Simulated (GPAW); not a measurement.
**CsGeCl3 (R3m): G0W0 on several meshes in GPAW**

Aim: the GW shift of CsGeCl3 (R3m) against the k mesh.

Calculated with GPAW 26.7.0; LDA and many-body steps on it, plane waves.

This is a report of a sequence of runs, with most program output left out.

## (1) Starting point

The structure is trigonal, space group R3m (No. 160). The conventional cell has a = 7.694 Å, b = 7.694 Å, c = 9.535 Å, α = 90.00°, β = 90.00°, γ = 120.00°. Cs has 12 Cl at 3.86 to 3.90 Å nearest. Nearest to Ge lie 3 Cl at 2.37 Å. Cl has 2 Ge at 2.37 to 3.10 Å and 4 Cs at 3.86 to 3.90 Å nearest. Farther neighbours and most contacts between anions are not listed.

Coordinates:

```xyz
5
Lattice="3.8468 2.2210 3.1783 -3.8468 2.2210 3.1783 0.0000 -4.4419 3.1783" Properties=species:S:1:pos:R:3 pbc="T T T"
Cs    0.0000    0.0000    9.5197
Ge    0.0000    0.0000    4.9156
Cl    0.0000   -2.0074    6.1725
Cl   -1.7385    1.0037    6.1725
Cl    1.7385    1.0037    6.1725
```

The cell and positions are those that the Materials Project relaxed with its own functionals (PBE, PBE+U or r2SCAN), kept fixed. Spin-orbit coupling is left out unless a step names it.

## (2) Empty states on the mesh, 4×4×4 mesh, 558 bands

This step: GPAW 26.7.0; DFT, LDA, plane waves, PAW.

The sums over transitions need many empty states on a uniform mesh; this step solves for them.

run.py reads:

```python
import json
import numpy as np
from gpaw.mpi import world
from gpaw import GPAW

calc = GPAW('gs.gpw').fixed_density(kpts={'size': (4, 4, 4), 'gamma': True},
    parallel={'domain': 1, 'band': 1},
    txt='nscf.txt')
calc.diagonalize_full_hamiltonian(nbands=558)
calc.write('full.gpw', mode='all')
res = {}
kpts = calc.get_ibz_k_points()
res['kpts'] = kpts
res['eigenvalues'] = [calc.get_eigenvalues(kpt=k) for k in range(len(kpts))]
res['n_electrons'] = calc.get_number_of_electrons()

if world.rank == 0:
    with open('result.json', 'w') as f:
        json.dump(res, f, default=lambda x: x.tolist())
```

Run with:

```
$ mpirun -n 8 gpaw python run.py
```

Run time: 1.7 min. Hardware: 8 MPI ranks of Arm Neoverse V1, shared host; peak memory 8.1 GiB.

This step gave:

* gap: 1.948 eV
* k of the valence top: 0.5, 0.5, 0.5
* k of the conduction bottom: 0.5, 0.5, 0.5
* least direct gap: 1.948 eV
* k points computed: 13
* lowest point of the top converged band, above the valence top: 121.6344 eV

On this mesh the gap is 1.948 eV.

## (3) 4×4×4

Now the one-shot GW correction: screening in the RPA, then the self-energy of the levels asked for.

This step: G0W0 on LDA, plane waves, PAW.

run.py reads:

```python
import json
import numpy as np
from gpaw.mpi import world
from gpaw.response.g0w0 import G0W0

gw = G0W0('full.gpw',
    filename='gw',
    kpts=[0, 12],
    bands=(15, 19),
    ecut=78,
    nbands=254,
    integrate_gamma='WS',
    ppa=True)
gw.calculate()
res = {mode: {k: v for k, v in r.items() if k != 'sigma_eskwn'}
       for mode, r in gw.all_results.items()}

if world.rank == 0:
    with open('result.json', 'w') as f:
        json.dump(res, f, default=lambda x: x.tolist())
```

Run with:

```
$ mpirun -n 8 gpaw python run.py
```

Elapsed: 3 min, on 8 MPI ranks; peak memory 3.5 GiB; 24 min of CPU time.

Numbers from this step:

- G0W0 gap on the points computed: 3.308 eV
- least direct G0W0 gap on the computed points: 3.308 eV
- Z at the valence top: 0.7993
- Z at the conduction bottom: 0.8180
- starting gap on the mesh: 1.948 eV
- k of the valence top: 0.5, 0.5, 0.5
- k of the conduction bottom: 0.5, 0.5, 0.5

The gap on the mesh goes from 1.95 eV to 3.31 eV, a correction of +1.36 eV.

## (4) Empty states on the mesh, 2×2×2 mesh, 264 bands

This step: DFT, LDA, plane waves, PAW.

run.py reads:

```python
import json
import numpy as np
from gpaw.mpi import world
from gpaw import GPAW

calc = GPAW('gs.gpw').fixed_density(kpts={'size': (2, 2, 2), 'gamma': True},
    parallel={'domain': 1, 'band': 1},
    txt='nscf.txt')
calc.diagonalize_full_hamiltonian(nbands=264)
calc.write('full.gpw', mode='all')
res = {}
kpts = calc.get_ibz_k_points()
res['kpts'] = kpts
res['eigenvalues'] = [calc.get_eigenvalues(kpt=k) for k in range(len(kpts))]
res['n_electrons'] = calc.get_number_of_electrons()

if world.rank == 0:
    with open('result.json', 'w') as f:
        json.dump(res, f, default=lambda x: x.tolist())
```

Run with:

```
$ mpirun -n 4 gpaw python run.py
```

Wall time 43 s (4 MPI ranks); peak memory 3.8 GiB; 2.9 min of CPU time.

Numbers from this step:

- gap: 1.948 eV
- k of the valence top: 0.5, 0.5, 0.5
- k of the conduction bottom: 0.5, 0.5, 0.5
- least direct gap: 1.948 eV
- k points computed: 4
- lowest point of the top converged band, above the valence top: 69.0029 eV

On this mesh the gap is 1.948 eV.

## (5) 2×2×2

This step: G0W0 on LDA, plane waves, PAW.

run.py reads:

```python
import json
import numpy as np
from gpaw.mpi import world
from gpaw.response.g0w0 import G0W0

gw = G0W0('full.gpw',
    filename='gw',
    kpts=[0, 3],
    bands=(15, 19),
    ecut=78,
    nbands=254,
    integrate_gamma='WS',
    ppa=True)
gw.calculate()
res = {mode: {k: v for k, v in r.items() if k != 'sigma_eskwn'}
       for mode, r in gw.all_results.items()}

if world.rank == 0:
    with open('result.json', 'w') as f:
        json.dump(res, f, default=lambda x: x.tolist())
```

Run with:

```
$ mpirun -n 8 gpaw python run.py
```

It took 20 s on 8 MPI ranks; peak memory 3 GiB.

Numbers from this step:

```
G0W0 gap on the points computed              : 3.468 eV
least direct G0W0 gap on the computed points : 3.468 eV
Z at the valence top                         : 0.7941
Z at the conduction bottom                   : 0.8129
starting gap on the mesh                     : 1.948 eV
k of the valence top                         : 0.5, 0.5, 0.5
k of the conduction bottom                   : 0.5, 0.5, 0.5
```

Against G0W0 in GPAW (4×4×4 mesh, 254 bands, screening to 78 eV, Godby-Needs plasmon pole), the gap moves by +0.160 eV.

## (6) The runs together

Times are wall times on 8 MPI ranks of Arm Neoverse V1, shared host, good to a factor of about two.

```tsv
run	mesh	bands	screening cutoff (eV)	DFT gap (eV)	gap on the mesh (eV)	direct (eV)	time
4×4×4	4×4×4	254	78	1.948	3.308	3.308	3 min
2×2×2	2×2×2	254	78	1.948	3.468	3.468	20 s
```

## (7) What came out

```
4×4×4        : 3.308 eV
2×2×2        : 3.468 eV
known limits : not at the basis limit; no spin-orbit coupling; coarse k mesh
```

**Reading.** 2×2×2: +0.160 eV against 4×4×4. Bands and cutoff are finite, so the gap is not at the basis limit. The miss can reach some tenths of an eV and take either sign; the mesh is an error of its own. These stock PAW sets were not made for GW; the filled d or f shell of Ge lies in the frozen core, which bears on start and correction. In the G0W0 runs levels were corrected at 2 k points alone, so a gap called «on the mesh» is the least over those, and an edge elsewhere would be missed. The many-body steps are scalar-relativistic: spin-orbit coupling is not in them.

[Paths, hosts, dates, memory and timing lines, banners, echoed tables and standing remarks are left out of the program output.]

[Logs are printed without paths, hosts, clocks, repeated set-up lines and the standing remarks that a program may print on its own settings, such as how far it seeks lower states.]

[Runs of the session that timed out or met a known fault of the program may be left out.]

[Hosts, paths, dates, database ids (printed as entryN), source tags and the programs' standing remarks are cut or masked in the printed files.]
